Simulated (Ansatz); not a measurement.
# Phonons of HfRu (Pm-3m) against volume, part 2 of 2

Does HfRu (Pm-3m) expand much on heating, by its phonons?

Ansatz 0.2.0; DFT PBEsol, scalar-relativistic, plane waves, PAW; PAW set soft_1.

So far, highest frequency on the path or at a solved wavevector (cm⁻¹): step 2 (response at finite wavevector) 216; step 4 (phonons at the other volume, volume ratio 0.97) 225.

## 5. Relaxing at another volume, volume ratio 1.03

The volume is scaled by 1.03 and held; symmetry leaves nothing to relax, so this is a single point. The modes can then be followed against volume.

Input file input.yaml:

```yaml
crystal:
  lattice:
    - [3.2403685209, 0.0, 0.0]
    - [0.0, 3.2403685209, 0.0]
    - [0.0, 0.0, 3.2403685209]
  atoms:
    - { symbol: Hf, position: [0.0, 0.0, 0.0] }
    - { symbol: Ru, position: [0.5, 0.5, 0.5] }
kpoints:
  mp_grid: { grid: [16, 16, 16] }
hamiltonian:
  xc: pbesol
  pseudopotentials: { kind: paw, azcp: { folder: soft_1 }, xc_functional: pbe }
scf:
  occupations: { method: methfessel_paxton, width: 0.2 }
output:
  forces: true
  stress: true
  eigenvalues: true
```

Command:

```bash
> ansatz run input.yaml --threads 4 --pin off --max-ram 10240MiB --backend cpu --events-out ev --progress --plain --runs-dir out
```

Numbers of over 12 decimals in the logs are rounded to 6 here.

What it wrote:

```text
[...]
Crystal: 2 atoms, lattice volume = 34.024 Å³
Basis set: ecut = 420 eV, 691 PW (Γ), exchange–correlation on 48×48×48 points (8 copies of the dense FFT grid, shifted against one another)
Bands: 26, of which v1, the nominal top of the filled ones, is band 21 counted from 1 (20 counted from 0)
Symmetry: 48 space group operations
[...]
k-points: 165 of 4096
[...]
k-point 0: bands = [... 17 lower, 16.3125, 19.5935, 19.5935, 19.5935, 23.2777, 23.2777, 26.8307, 26.8307, ... 1 higher]
  k-point 1: bands = [... 17 lower, 16.3752, 19.5838, 19.5838, 19.6170, 23.1814, 23.3097, 26.4405, 26.4405, ... 1 higher]
  k-point 2: bands = [... 17 lower, 16.5539, 19.5581, 19.5581, 19.6855, 22.9058, 23.3924, 25.6686, 25.6686, ... 1 higher]
  k-point 164: bands = [... 17 lower, 18.2604, 19.3944, 19.3944, 19.3944, 21.2844, 21.2844, 27.4315, 27.4315, ... 1 higher]
[key lines of the parts left out:]
SCF converged after 9 iterations
Free energy (F): -21416.848671 eV
Fermi energy:    21.219874 eV
P = ⅓ Tr σ = -5.9127 GPa (-59.127 kbar)
```

Elapsed: 2.9 s, on 4 threads of Arm Neoverse V1, shared host; peak memory 0.43 GiB.

Numbers from this step:

```
pressure        : -5.913 GPa
volume per atom : 17.01 Å³
```

The run ends at a pressure of -5.91 GPa.

## 6. Phonons at the other volume, volume ratio 1.03

The phonons are repeated at this volume on the same k and q meshes.

Edit input.yaml of step 5 so:

```diff
@@ -16,4 +16,11 @@
 output:
-  forces: true
-  stress: true
   eigenvalues: true
+phonons:
+  method: dfpt
+  qmesh: [4, 4, 4]
+  temperatures: { t_max: 1000, t_step: 50 }
+  qpath:
+    path:
+      - [[0.0, 0.0, 0.0], [0.0, 0.5, 0.0], [0.5, 0.5, 0.0], [0.0, 0.0, 0.0], [0.5, 0.5, 0.5], [0.0, 0.5, 0.0]]
+      - [[0.5, 0.5, 0.5], [0.5, 0.5, 0.0]]
+    npoints: 10
```

What it wrote:

```text
[...]
Crystal: 2 atoms, lattice volume = 34.024 Å³
Basis set: ecut = 420 eV, 691 PW (Γ), exchange–correlation on 48×48×48 points (8 copies of the dense FFT grid, shifted against one another)
Bands: 26, of which v1, the nominal top of the filled ones, is band 21 counted from 1 (20 counted from 0)
Symmetry: 48 space group operations
k-points: 165 of 4096
[...]
k-point 164: bands = [... 17 lower, 18.2605, 19.3945, 19.3945, 19.3945, 21.2845, 21.2845, 27.4317, 27.4317, ... 1 higher]
[...]
ASR residual: 5.860e-5 → 0.000e0 eV/Å²; symmetrization residual: 1.970e-6 eV/Å²
  ASR residual per site (eV/Å²): 2.40e-6 5.86e-5
  Γ frequencies (cm⁻¹): 0.00 0.00 0.00 159.33 159.33 159.33
--- Phonons (arbitrary-q DFPT): 10 irreducible q on the 4×4×4 mesh ---
[...]
interpolated dispersion: 62 rows × 6 modes
[...]
[key lines of the parts left out:]
SCF converged after 12 iterations
Free energy (F): -21416.848671 eV
Fermi energy:    21.219965 eV
```

Run time: 18 min. Hardware: 4 threads; peak memory 4.9 GiB.

This step gave:

```yaml
sum_rule_residual_before_enforcement: 5.86e-5 eV/Å²
highest_frequency_on_the_path_or_at_a_solved_wavevector: 207.6 cm⁻¹
mean_frequency: 149.1 cm⁻¹
debye_temperature_second_moment: 286 K
logarithmic_mean_frequency: 142.7 cm⁻¹
highest_optical_mode_at_the_zone_centre_no_lo_to_term: 159.3 cm⁻¹
lowest_optical_zone_centre_mode: 159.3 cm⁻¹
lowest_mode_on_the_q_mesh_acoustic_modes_at_gamma_apart: 58.55 cm⁻¹
zero_point_energy_per_atom: 27.72 meV
heat_capacity_at_300_k: 23.84 J/(mol atoms K)
vibrational_entropy_at_300_k: 34.97 J/(mol atoms K)
```

The highest optical mode at the zone centre (no LO-TO term) is 159.3 cm⁻¹, -12.2 cm⁻¹ against the base run.

## 7. Grüneisen parameters

The Grüneisen parameter of a mode is minus the logarithmic change of its frequency with volume, −d ln ω / d ln V; weighted by heat capacity it gives the expansion.

Numbers from this step:

```yaml
bulk_modulus: 213.6 GPa
```

Phonon branches along the path, in cm⁻¹:

```tsv
point	branch 1	branch 2	branch 3	branch 4	branch 5	branch 6
Γ	0	0	0	172	172	172
halfway	62	62	127	167	167	203
X	90	90	165	165	207	208
halfway	98	123	167	168	195	205
M	103	147	147	162	209	209
halfway	82	101	151	167	189	196
Γ	0	0	0	172	172	172
halfway	117	117	151	189	189	195
R	161	161	161	211	211	211
halfway	128	130	163	188	192	204
X	90	90	165	165	207	208
jump to R	161	161	161	211	211	211
halfway	133	154	154	191	207	207
M	103	147	147	162	209	209
```

The same for volume x 0.97:

```tsv
point	branch 1	branch 2	branch 3	branch 4	branch 5	branch 6
Γ	0	0	0	184	184	184
X	96	96	174	174	215	217
M	110	152	152	172	224	224
Γ	0	0	0	184	184	184
R	169	169	169	222	222	222
X	96	96	174	174	215	217
R	169	169	169	222	222	222
M	110	152	152	172	224	224
```

The same for volume x 1.03:

```tsv
point	branch 1	branch 2	branch 3	branch 4	branch 5	branch 6
Γ	0	0	0	159	159	159
X	85	85	156	156	198	201
M	97	143	143	153	195	195
Γ	0	0	0	159	159	159
R	153	153	153	201	201	201
X	85	85	156	156	198	201
R	153	153	153	201	201	201
M	97	143	143	153	195	195
```

The first set of phonon branches as a text plot (rows in cm⁻¹):

```
    220 |
    211 |    *****   ****                   *******     *********
    201 |   *  *  *****  ****            ****     *******  **
    192 |          *       *****     ******        ****      *
    183 | **                  ***   *  *             *
    173 |***      **            *******               **      *
    164 |   ********************              **** *** ****    **
    154 |            **  *   *          ******  ***        ****
    145 |    *        ***              *   *      *        **  **
    136 |           **   *               **        *         *
    126 |   *             *   *                     *
    117 |          *       **        ** *            *        *
    108 |         *    *                              *        **
     98 |          **** ***  * *       *               *
     89 |      ****        **                           **
     80 |  *  *              **     *
     70 |    *                * *    **
     61 |   *                  *
     51 | *                    *    *
     42 |  *                    *  *
     33 |                       **
     23 |**                      * *
     14 |*                       *
      5 |                         *
         Γ      X      M          Γ            R        X|R     M
```

Mode Grueneisen parameter -dln(w)/dln(V), modes matched by rank; at Γ the acoustic branches take the value of a neighbouring point of the path. The mode Grüneisen parameters at the labelled points ():

```tsv
point	branch 1	branch 2	branch 3	branch 4	branch 5	branch 6
Γ	1.59	1.59	1.25	2.41	2.41	2.41
halfway	1.70	1.70	1.36	2.21	2.21	1.53
X	2.08	2.08	1.81	1.81	1.38	1.29
halfway	2.12	1.29	1.53	1.26	2.16	1.92
M	2.09	0.98	0.98	1.96	2.29	2.29
halfway	1.84	0.73	1.66	2.04	2.39	1.21
Γ	1.59	0.31	1.69	2.41	2.41	2.41
halfway	1.18	1.18	1.59	2.14	2.14	1.50
R	1.62	1.62	1.62	1.70	1.70	1.70
halfway	1.28	1.61	1.01	1.72	2.29	1.93
X	2.08	2.08	1.81	1.81	1.38	1.29
jump to R	1.62	1.62	1.62	1.70	1.70	1.70
halfway	1.71	1.24	1.24	1.78	2.04	2.04
M	2.09	0.98	0.98	1.96	2.29	2.29
```

The mode Grüneisen parameters as a text plot (rows in , shown from 0.6 to 2.4 only):

```
   2.37 |***                 ********
   2.30 |           ******     * *   **             *           *
   2.22 |   *         * * *            *             *        **
   2.14 | *  *    ****   * ** *    *    *          *
   2.07 |      ***  *******  *                          **   *  *
   1.99 |     *  *     *  ***            **       *     *      *
   1.91 |  *  *      ** ** **   *          **     ***  *    * ***
   1.84 |      *** *      *  *     ***** **      *   *   * *  *
   1.76 |    *   ***                *       **  *    ****   **
   1.68 |   *     * *        ******          *********    ****
   1.61 |* *      *        **  ****     *    ********  *  *
   1.53 | * *                  *        *   **   *    *
   1.45 |    *    **       **              **    *      *  *
   1.38 |   ******                   **  **       *  *** *  *
   1.30 | **   *** *          *        * ***       **   **
   1.22 |*                *  *                               *
   1.15 |           *                   *          *
   1.07 |           **   *             *                      *
   0.99 |             ***                           **         **
   0.92 |            **  *           **
   0.84 |                 *
   0.76 |                  ***      *
   0.69 |
   0.61 |                     *    *
         Γ      X      M          Γ            R        X|R     M
```

(dS/dlnV)/C_V. Thermodynamic Grueneisen parameter against temperature:

```tsv
temperature (K)	thermodynamic Grueneisen parameter
50	1.57
100	1.64
150	1.66
200	1.66
250	1.67
300	1.67
350	1.67
400	1.67
450	1.67
500	1.67
550	1.67
600	1.67
650	1.67
700	1.67
750	1.67
800	1.67
850	1.67
900	1.67
950	1.67
1000	1.67
```

Gamma C_V/(B V) at the static volume. Volume expansion against temperature:

```tsv
temperature (K)	volume expansion (1e-6/K)
50	4.92
100	12.7
150	16.0
200	17.5
250	18.2
300	18.6
350	18.9
400	19.1
450	19.2
500	19.3
550	19.3
600	19.4
650	19.4
700	19.4
750	19.5
800	19.5
850	19.5
900	19.5
950	19.5
1000	19.5
```

## 8. Summary of results

| Property | Result |
| --- | --- |
| bulk modulus | 214 GPa |
| thermodynamic Grüneisen parameter at 300 K | 1.669 |
| volume expansion at 300 K, estimated | 18.63 × 10⁻⁶ K⁻¹ |

What this shows: By this estimate the volume grows by 18.6 × 10⁻⁶ per kelvin at 300 K. The highest optical mode at Γ goes from 184 to 159 cm⁻¹ as the cell grows, a Grüneisen parameter of 2.40. Mode parameters on the path run from 0.31 to 2.4, with a median of 1.7. Branches are matched by rank, so values near crossings are rough. The expansion is the Grüneisen estimate at the static volume, with the static bulk modulus. With no gap, or one that is small against the smearing, the frequencies hang on the k mesh and the smearing, most of all near Kohn anomalies. Spin-orbit coupling is left out, which can matter for the heavy elements here. The PAW files were made for PBE and serve the other functionals too.

[Logs are printed without paths, hosts, clocks, repeated set-up lines and the standing remarks that a program may print on its own settings, such as how far it seeks lower states.]

[Hosts, paths, dates, database ids (printed as entryN), source tags and the programs' standing remarks are cut or masked in the printed files.]
